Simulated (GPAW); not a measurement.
# Core-hole calculation of the N K edge in TaN (P-6m2), part 3 of 3

How does the N K edge of TaN (P-6m2) move when the bonds are compressed or stretched?

GPAW 26.7.0; X-ray absorption from dipole matrix elements to empty bands, plane-wave PAW LDA.

So far. Step 4 (Spectrum with XCH, N atom 2): The total-energy difference is 402.89 eV. One term is added: -7.76 eV, since the hole is spin-paired here and a spin-polarised one costs that much less in the free atom (computed apart). The photon energy is then 395.13 eV. The functional leaves an error in such absolute values: in the free atom LDA prices this hole 3.5 eV below PBE (computed apart), and PBE is itself good to a few eV. Step 6 (Spectrum with XCH, N atom 2): The scaled spectrum changes by 5 % r.m.s.

## 7. Supercell without a hole, the energy reference

Level of this step: plane-wave PAW DFT, LDA, self-consistent field (GPAW).

The cell changes for the next run, so it gets a reference energy of its own.

The cell differs from the one that the last finished run ended in (a 5.708 → 5.823 Å, b 5.817 → 5.934 Å, c 5.817 → 5.934 Å).

scf.py

```python
import numpy as np
from ase import Atoms
from ase.parallel import parprint, paropen
from gpaw import GPAW, PW, FermiDirac, Mixer, MixerDif, setup_paths
from gpaw.test import gen
setup_paths.insert(0, '.')
gen('N', name='nch1s', xcname='LDA', corehole=(1, 0, 0), write_xml=True)
from gpaw.mpi import world
world.barrier()

atoms = Atoms('Ta8N8',
    cell=[[0, 0, -5.82309282],
     [2.967091, -5.13915236, 0],
     [-2.967091, -5.13915236, 0]],
    scaled_positions=[[0.75, 0, 0],
     [0.75, 0.5, 0],
     [0.25, 0, 0],
     [0.75, 0, 0.5],
     [0.25, 0.5, 0],
     [0.75, 0.5, 0.5],
     [0.25, 0, 0.5],
     [0.25, 0.5, 0.5],
     [0, 0.16666667, 0.66666667],
     [0, 0.66666667, 0.66666667],
     [0.5, 0.16666667, 0.66666667],
     [0, 0.16666667, 0.16666667],
     [0.5, 0.66666667, 0.66666667],
     [0, 0.66666667, 0.16666667],
     [0.5, 0.16666667, 0.16666667],
     [0.5, 0.66666667, 0.16666667]],
    pbc=True)
atoms.calc = calc = GPAW(legacy_gpaw=True, mode=PW(500), xc='LDA', setups={8: 'nch1s'},
    kpts={'size': (4, 4, 4), 'gamma': True}, occupations=FermiDirac(0.1),
    charge=0, mixer=Mixer(0.1, 5, 50), maxiter=150,
    convergence={'density': 0.0001}, txt='scf.txt')
energy = atoms.get_potential_energy() + calc.get_reference_energy()
ef = calc.get_fermi_level()
out = dict(energy=energy, fermi=ef, forces=atoms.get_forces().tolist())
parprint(f'all-electron energy {energy:.4f} eV, Fermi level {ef:.4f} eV')
ev = np.array([[calc.get_eigenvalues(k, s) for k in range(len(calc.get_ibz_k_points()))] for s in range(calc.get_number_of_spins())])
out['homo'], out['lumo'], out['counts'] = ev[ev < ef].max(), ev[ev > ef].min(), sorted(set((ev < ef).sum((0, 2)).tolist()))
out['filled'] = (ev[:, 0] < ef).sum(1).tolist()
import json
with paropen('out.json', 'w') as f:
    json.dump(out, f)
```

On the command line:

```bash
OMP_NUM_THREADS=1 mpirun -n 2 gpaw python scf.py
```

Numbers of over 12 decimals in the logs are rounded to 6 here.

The program printed:

```text
Input parameters:
  convergence: {density: 0.0001}
  kpts: {gamma: True,
         size: (4, 4, 4)}
  maxiter: 150
  mixer: {backend: pulay,
          beta: 0.1,
          method: separate,
          nmaxold: 5,
          weight: 50}
  mode: {ecut: 500.0,
         name: pw}
  occupations: {fixmagmom: False,
                name: fermi-dirac,
                width: 0.1}
  setups: {8: nch1s}

Initialize ...

[...]
2s(2) :    -0.676924     1.071713
*s    :     0.323076
2p(3) :    -0.265967     0.952074
*p    :     0.734033
*d    :     0.000000
--------------------------------

Diagonalizing with gridspacing h=0.050

state   all-electron     PAW
-------------------------------
2s:      -0.676924    -0.677975
2p:      -0.265967    -0.268121
*d:                    0.048644
*f:                    0.076426
-------------------------------
all-electron energy -3403323.4975 eV, Fermi level 13.3524 eV
[key lines of the parts left out:]
Converged after 22 iterations.
Dipole moment: (-0.000002, 4.936492, 0.000000) |e|*Ang
Free energy:   -177.956844
Fermi level: 13.35239
```

Elapsed: 4.2 min, on 2 MPI ranks of Arm Neoverse V1, shared host; peak memory 0.45 GiB.

Reference energy: -3403323.498 eV with the cores included.

## 8. Spectrum with XCH, N atom 2

Shorter bonds are expected to push antibonding states and scattering resonances up, and longer ones down; the cell is scaled to test that.

Changed against the first core-hole run: volume scale from 1 to 1.03.

xas.py

```python
import numpy as np
from ase import Atoms
from ase.parallel import parprint, paropen
from gpaw import GPAW, PW, FermiDirac, Mixer, MixerDif, setup_paths
from gpaw.test import gen
setup_paths.insert(0, '.')
gen('N', name='fch1s', xcname='LDA', corehole=(1, 0, 1), write_xml=True)
from gpaw.mpi import world
world.barrier()

atoms = Atoms('Ta8N8',
    cell=[[0, 0, -5.82309282],
     [2.967091, -5.13915236, 0],
     [-2.967091, -5.13915236, 0]],
    scaled_positions=[[0.75, 0, 0],
     [0.75, 0.5, 0],
     [0.25, 0, 0],
     [0.75, 0, 0.5],
     [0.25, 0.5, 0],
     [0.75, 0.5, 0.5],
     [0.25, 0, 0.5],
     [0.25, 0.5, 0.5],
     [0, 0.16666667, 0.66666667],
     [0, 0.66666667, 0.66666667],
     [0.5, 0.16666667, 0.66666667],
     [0, 0.16666667, 0.16666667],
     [0.5, 0.66666667, 0.66666667],
     [0, 0.66666667, 0.16666667],
     [0.5, 0.16666667, 0.16666667],
     [0.5, 0.66666667, 0.16666667]],
    pbc=True)
atoms.calc = calc = GPAW(legacy_gpaw=True, mode=PW(500), xc='LDA', setups={8: 'fch1s'},
    kpts={'size': (4, 4, 4), 'gamma': True}, occupations=FermiDirac(0.1),
    charge=-1, mixer=Mixer(0.1, 5, 50), maxiter=150,
    convergence={'density': 0.0001}, txt='scf.txt')
energy = atoms.get_potential_energy() + calc.get_reference_energy()
ef = calc.get_fermi_level()
out = dict(energy=energy, fermi=ef, forces=atoms.get_forces().tolist())
parprint(f'all-electron energy {energy:.4f} eV, Fermi level {ef:.4f} eV')
ev = np.array([[calc.get_eigenvalues(k, s) for k in range(len(calc.get_ibz_k_points()))] for s in range(calc.get_number_of_spins())])
out['homo'], out['lumo'], out['counts'] = ev[ev < ef].max(), ev[ev > ef].min(), sorted(set((ev < ef).sum((0, 2)).tolist()))
out['filled'] = (ev[:, 0] < ef).sum(1).tolist()

from ase.units import Ha
from gpaw.xas import dipole_matrix_elements
nb = int(calc.get_number_of_electrons() / 2) + 148
top, nb = nb, nb + 8 + nb // 12
nscf = calc.fixed_density(kpts={'size': (4, 5, 5), 'gamma': True}, nbands=nb,
    convergence={'bands': top, 'eigenstates': 1e-5}, maxiter=60, txt='nscf.txt')
cell = atoms.cell.array
ops = [cell.T @ U.T @ np.linalg.inv(cell.T) for U in nscf.wfs.kd.symmetry.op_scc]
E = np.arange(-6, 34, 0.1)
fwhm = np.interp(E, [4, 25], [0.9, 3.5])
Y, X, zero, highest = 0, 0, 1e9, 1e9
for spin in range(nscf.get_number_of_spins()):
    wfs = nscf.wfs
    A = dipole_matrix_elements(wfs.setups[8])
    eps = np.zeros((wfs.kd.nibzkpts, nb))
    d = np.zeros((3, A.shape[1], wfs.kd.nibzkpts, nb), complex)
    for kpt in wfs.kpt_u:
        if kpt.s == spin and 8 in kpt.P_ani:
            eps[kpt.k] = kpt.eps_n * Ha
            d[:, :, kpt.k] = (kpt.weight * wfs.nspins / 2) ** 0.5 * np.inner(A, kpt.P_ani[8])
    world.sum(eps)
    world.sum(d)
    T = np.einsum('amkn,bmkn->abkn', d, d.conj()).real
    T = sum(np.einsum('ai,ijkn,bj->abkn', R, T, R) for R in ops) / len(ops)
    empty = eps > ef
    zero, highest = min(zero, eps[empty].min()), min(highest, eps[:, top - 1].min())
    lines = [(eps, T, empty)] if spin == 0 else lines + [(eps, T, empty)]
for eps, T, empty in lines:
    f = np.einsum('aakn->akn', T).reshape(3, -1)
    x = eps.ravel() - zero
    w = np.interp(x, E, fwhm) / 2.35482
    g = np.exp(-0.5 * ((E[:, None] - x) / w) ** 2) / (w * (2 * np.pi) ** 0.5)
    Y = Y + (f * empty.ravel()) @ g.T
    X = X + (f * ~empty.ravel()) @ g.T
out.update(E=E.round(2).tolist(), xas=Y.tolist(), xes=X.tolist(), zero=zero, valid=highest - zero, nk=len(eps), nb=nb)
for i in range(0, len(E), 10):
    parprint(f'{E[i]:7.2f}', *(f'{v:10.3e}' for v in Y[:, i]))
import json
with paropen('out.json', 'w') as f:
    json.dump(out, f)
```

On the command line:

```bash
OMP_NUM_THREADS=1 mpirun -n 2 gpaw python xas.py
```

The program printed:

```text
Input parameters:
  charge: -1
  convergence: {density: 0.0001}
  kpts: {gamma: True,
         size: (4, 4, 4)}
  maxiter: 150
  mixer: {backend: pulay,
          beta: 0.1,
          method: separate,
          nmaxold: 5,
          weight: 50}
  mode: {ecut: 500.0,
         name: pw}
  occupations: {fixmagmom: False,
                name: fermi-dirac,
                width: 0.1}
  setups: {8: fch1s}

Initialize ...

[...]
*p    :     0.074148
*d    :     0.000000
--------------------------------

Diagonalizing with gridspacing h=0.050

state   all-electron     PAW
-------------------------------
2s:      -1.332146    -1.333594
2p:      -0.925852    -0.929974
*d:                   -0.063788
*f:                   -0.013854
-------------------------------
all-electron energy -3402920.6404 eV, Fermi level 14.2087 eV
[...]
32.00  1.068e-04  1.068e-04  1.152e-04
  33.00  1.170e-04  1.170e-04  1.387e-04
[key lines of the parts left out:]
Converged after 20 iterations.
Dipole moment: (-0.078677, 4.882556, 0.000000) |e|*Ang
Free energy:   -191.872128
Fermi level: 14.20866
```

It took 14 min on 2 MPI ranks; peak memory 0.98 GiB; 28 min of CPU time.

```
E (eV)  first run  this run
  -2.0       0.00      0.00
  -1.0       0.00      0.00
   0.0       0.50      0.56
   1.0       1.90      1.98
   2.0       2.31      2.47
   3.0       2.38      2.46
   4.0       1.99      1.91
   5.0       1.56      1.48
   6.0       0.83      0.64
   7.0       0.44      0.50
   8.0       0.70      0.81
   9.0       0.76      0.68
  10.0       0.71      0.84
  11.0       0.97      0.92
  12.0       0.73      0.65
  13.0       0.65      0.70
  14.0       0.71      0.71
  15.0       0.58      0.58
  16.0       0.56      0.59
  17.0       0.61      0.59
  18.0       0.54      0.48
  19.0       0.41      0.35
  20.0       0.32      0.30
  21.0       0.33      0.35
  22.0       0.40      0.42
  23.0       0.45      0.46
  24.0       0.47      0.49
  25.0       0.49      0.52
  26.0       0.53      0.58
  27.0       0.62      0.69
  28.0       0.73      0.79
  29.0       0.80      0.80
  30.0       0.77      0.75
  31.0       0.72      0.74
  32.0       0.73      0.82
```

This run also has another mesh (4×5×5 against 5×5×5), so the 7 % r.m.s. difference can't be laid on the changed setting alone. The highest intensity below 16 eV goes from 2.5 eV (2.53) to 2.6 eV (2.54).

The photon energy of the zero moves by -0.03 eV.

## 9. Reference energy of the supercell

The cell changes for the next run, so it gets a reference energy of its own.

The cell differs from the one that the last finished run ended in (a 5.823 → 5.879 Å, b 5.934 → 5.991 Å, c 5.934 → 5.991 Å).

Changes to scf.py since step 7:

```diff
@@ -11,5 +11,5 @@
 atoms = Atoms('Ta8N8',
-    cell=[[0, 0, -5.82309282],
-     [2.967091, -5.13915236, 0],
-     [-2.967091, -5.13915236, 0]],
+    cell=[[0, 0, -5.87908753],
+     [2.99562247, -5.18857032, 0],
+     [-2.99562247, -5.18857032, 0]],
     scaled_positions=[[0.75, 0, 0],
```

On the command line:

```bash
OMP_NUM_THREADS=1 mpirun -n 2 gpaw python scf.py
```

The program printed:

```text
Input parameters:
  convergence: {density: 0.0001}
  kpts: {gamma: True,
         size: (4, 4, 4)}
  maxiter: 150
  mixer: {backend: pulay,
          beta: 0.1,
          method: separate,
          nmaxold: 5,
          weight: 50}
  mode: {ecut: 500.0,
         name: pw}
  occupations: {fixmagmom: False,
                name: fermi-dirac,
                width: 0.1}
  setups: {8: nch1s}

Initialize ...

[...]
2s(2) :    -0.676924     1.071713
*s    :     0.323076
2p(3) :    -0.265967     0.952074
*p    :     0.734033
*d    :     0.000000
--------------------------------

Diagonalizing with gridspacing h=0.050

state   all-electron     PAW
-------------------------------
2s:      -0.676924    -0.677975
2p:      -0.265967    -0.268121
*d:                    0.048644
*f:                    0.076426
-------------------------------
all-electron energy -3403322.6905 eV, Fermi level 12.8973 eV
[key lines of the parts left out:]
Converged after 21 iterations.
Dipole moment: (0.000001, 4.814329, -0.000000) |e|*Ang
Free energy:   -177.149949
Fermi level: 12.89727
```

Elapsed: 4.1 min, on 2 MPI ranks; peak memory 0.48 GiB; 8.2 min of CPU time.

Reference energy: -3403322.691 eV with the cores included.

## 10. Spectrum with XCH, N atom 2

Shorter bonds are expected to push antibonding states and scattering resonances up, and longer ones down; the cell is scaled to test that.

Changed against the first core-hole run: volume scale from 1 to 1.06.

Changes to xas.py since step 8:

```diff
@@ -11,5 +11,5 @@
 atoms = Atoms('Ta8N8',
-    cell=[[0, 0, -5.82309282],
-     [2.967091, -5.13915236, 0],
-     [-2.967091, -5.13915236, 0]],
+    cell=[[0, 0, -5.87908753],
+     [2.99562247, -5.18857032, 0],
+     [-2.99562247, -5.18857032, 0]],
     scaled_positions=[[0.75, 0, 0],
@@ -45,3 +45,3 @@
 from gpaw.xas import dipole_matrix_elements
-nb = int(calc.get_number_of_electrons() / 2) + 148
+nb = int(calc.get_number_of_electrons() / 2) + 152
 top, nb = nb, nb + 8 + nb // 12
```

On the command line:

```bash
OMP_NUM_THREADS=1 mpirun -n 2 gpaw python xas.py
```

The program printed:

```text
Input parameters:
  charge: -1
  convergence: {density: 0.0001}
  kpts: {gamma: True,
         size: (4, 4, 4)}
  maxiter: 150
  mixer: {backend: pulay,
          beta: 0.1,
          method: separate,
          nmaxold: 5,
          weight: 50}
  mode: {ecut: 500.0,
         name: pw}
  occupations: {fixmagmom: False,
                name: fermi-dirac,
                width: 0.1}
  setups: {8: fch1s}

Initialize ...

[...]
*p    :     0.074148
*d    :     0.000000
--------------------------------

Diagonalizing with gridspacing h=0.050

state   all-electron     PAW
-------------------------------
2s:      -1.332146    -1.333594
2p:      -0.925852    -0.929974
*d:                   -0.063788
*f:                   -0.013854
-------------------------------
all-electron energy -3402919.8640 eV, Fermi level 13.7215 eV
[...]
32.00  1.162e-04  1.162e-04  1.335e-04
  33.00  1.192e-04  1.192e-04  1.505e-04
[key lines of the parts left out:]
Converged after 19 iterations.
Dipole moment: (-0.079376, 4.757472, -0.000000) |e|*Ang
Free energy:   -191.097605
Fermi level: 13.72152
```

It took 14 min on 2 MPI ranks; peak memory 1 GiB; 28 min of CPU time.

```
E (eV)  first run  this run
  -2.0       0.00      0.00
  -1.0       0.00      0.00
   0.0       0.50      0.60
   1.0       1.90      2.06
   2.0       2.31      2.61
   3.0       2.38      2.46
   4.0       1.99      1.89
   5.0       1.56      1.35
   6.0       0.83      0.55
   7.0       0.44      0.60
   8.0       0.70      0.85
   9.0       0.76      0.64
  10.0       0.71      0.93
  11.0       0.97      0.82
  12.0       0.73      0.63
  13.0       0.65      0.75
  14.0       0.71      0.69
  15.0       0.58      0.59
  16.0       0.56      0.61
  17.0       0.61      0.56
  18.0       0.54      0.42
  19.0       0.41      0.30
  20.0       0.32      0.30
  21.0       0.33      0.37
  22.0       0.40      0.44
  23.0       0.45      0.48
  24.0       0.47      0.51
  25.0       0.49      0.56
  26.0       0.53      0.64
  27.0       0.62      0.76
  28.0       0.73      0.82
  29.0       0.80      0.79
  30.0       0.77      0.75
  31.0       0.72      0.80
  32.0       0.73      0.91
```

This run also has another mesh (4×5×5 against 5×5×5), so the 13 % r.m.s. difference can't be laid on the changed setting alone. The highest intensity below 16 eV goes from 2.5 eV (2.53) to 2.4 eV (2.64).

The photon energy of the zero moves by -0.06 eV.

## 11. The volumes side by side

```
volume  nearest distance (Å)  shift of the zero (eV)  maximum 1 (eV above own zero)  maximum 2 (eV above own zero)  maximum 3 (eV above own zero)  maximum 4 (eV above own zero)
  0.97                 2.204                   +0.03                            2.6                            8.9                           11.3                           14.0
     1                 2.226                   +0.00                            2.5                            8.6                           11.0                           13.8
  1.03                 2.248                   -0.03                            2.6                            8.2                           10.6                           13.5
  1.06                 2.270                   -0.06                            2.4                            7.9                           10.3                           13.3
```

The curves, each shifted by its zero's change so that they share one photon-energy axis, counted from the zero at V × 1:

```
E (eV)  V × 0.97  V × 1  V × 1.03  V × 1.06
  -2.0      0.00   0.00      0.00      0.00
  -1.0      0.00   0.00      0.00      0.00
   0.0      0.50   0.50      0.61      0.71
   1.0      1.84   1.90      1.99      2.09
   2.0      2.18   2.31      2.48      2.61
   3.0      2.35   2.38      2.45      2.43
   4.0      2.04   1.99      1.89      1.87
   5.0      1.60   1.56      1.46      1.29
   6.0      1.00   0.83      0.62      0.53
   7.0      0.44   0.44      0.51      0.62
   8.0      0.59   0.70      0.81      0.84
   9.0      0.78   0.76      0.67      0.64
  10.0      0.67   0.71      0.85      0.94
  11.0      0.94   0.97      0.91      0.80
  12.0      0.83   0.73      0.64      0.63
  13.0      0.63   0.65      0.70      0.75
  14.0      0.70   0.71      0.70      0.68
  15.0      0.60   0.58      0.58      0.59
  16.0      0.52   0.56      0.59      0.61
  17.0      0.59   0.61      0.59      0.55
  18.0      0.59   0.54      0.48      0.41
  19.0      0.47   0.41      0.34      0.29
  20.0      0.36   0.32      0.30      0.30
  21.0      0.33   0.33      0.35      0.38
  22.0      0.38   0.40      0.42      0.45
  23.0      0.43   0.45      0.46      0.49
  24.0      0.45   0.47      0.49      0.52
  25.0      0.47   0.49      0.52      0.56
  26.0      0.49   0.53      0.58      0.65
  27.0      0.55   0.62      0.69      0.76
  28.0      0.66   0.73      0.79      0.82
  29.0      0.76   0.80      0.80      0.79
  30.0      0.79   0.77      0.75      0.75
  31.0      0.74   0.72      0.74      0.81
  32.0      0.69   0.73      0.82      0.92
```

## 12. Results

| Item | Value |
| --- | --- |
| absorber and edge | N K, atom 2 of the ground-state input (counted from 1) |
| surroundings | 6 Ta at 2.23 Å (trigonal prismatic, site symmetry -6m2) |
| highest intensity below 16 eV | 2.5 eV above the zero, height 2.53 |
| photon energy of the zero, with the added terms | 395.1 eV (raw 402.9 eV; LDA puts this hole about 4 eV below PBE, itself good to a few eV) |

From V × 0.97 to V × 1.06 the nearest distance grows by 0.066 Å and the zero moves by -0.09 eV. Above their own zero, the maxima move from 2.6 to 2.4 eV, from 8.9 to 7.9 eV, from 11.3 to 10.3 eV and from 14.0 to 13.3 eV. The meshes differ between volumes, which adds to the changes. The N K edge of atom 2, with 6 Ta at 2.23 Å (trigonal prismatic, site symmetry -6m2), has its highest intensity of the first 16 eV at 2.5 eV above the zero, near 398 eV in photon energy (LDA puts this hole about 4 eV below PBE, itself good to a few eV), 2.5 times the mean level of the first 20 eV (Gaussian full width 0.9 eV up to 4 eV, rising linearly to 3.5 eV at 25 eV). At the N K edge of atom 2 polarisation matters most near 4.7 eV, where the curves differ by 1.2 on this scale. The holes are only 5.8 Å apart, so the shape is probably not converged with cell size; no larger cell was run here. The mesh is coarse (0.25 Å⁻¹ between points), so small maxima may be mesh ripples. The structure is a published determination, not relaxed.

[Banner, clock and machine lines of the logs are left out without a mark of their own.]

[Logs are printed without paths, hosts, clocks, repeated set-up lines and the standing remarks that a program may print on its own settings, such as how far it seeks lower states.]

[Hosts, paths, dates, database ids (printed as entryN), source tags and the programs' standing remarks are cut or masked in the printed files.]

[Lists of maxima count a maximum above −3 eV only where it reaches 4 % of the highest in the window and stands out from its surroundings by 2 % of it (1.5 % where it reaches 55 %); shoulders and weaker maxima are passed over, and of the rest the first, up to two pre-edge ones and the few strongest are named.]
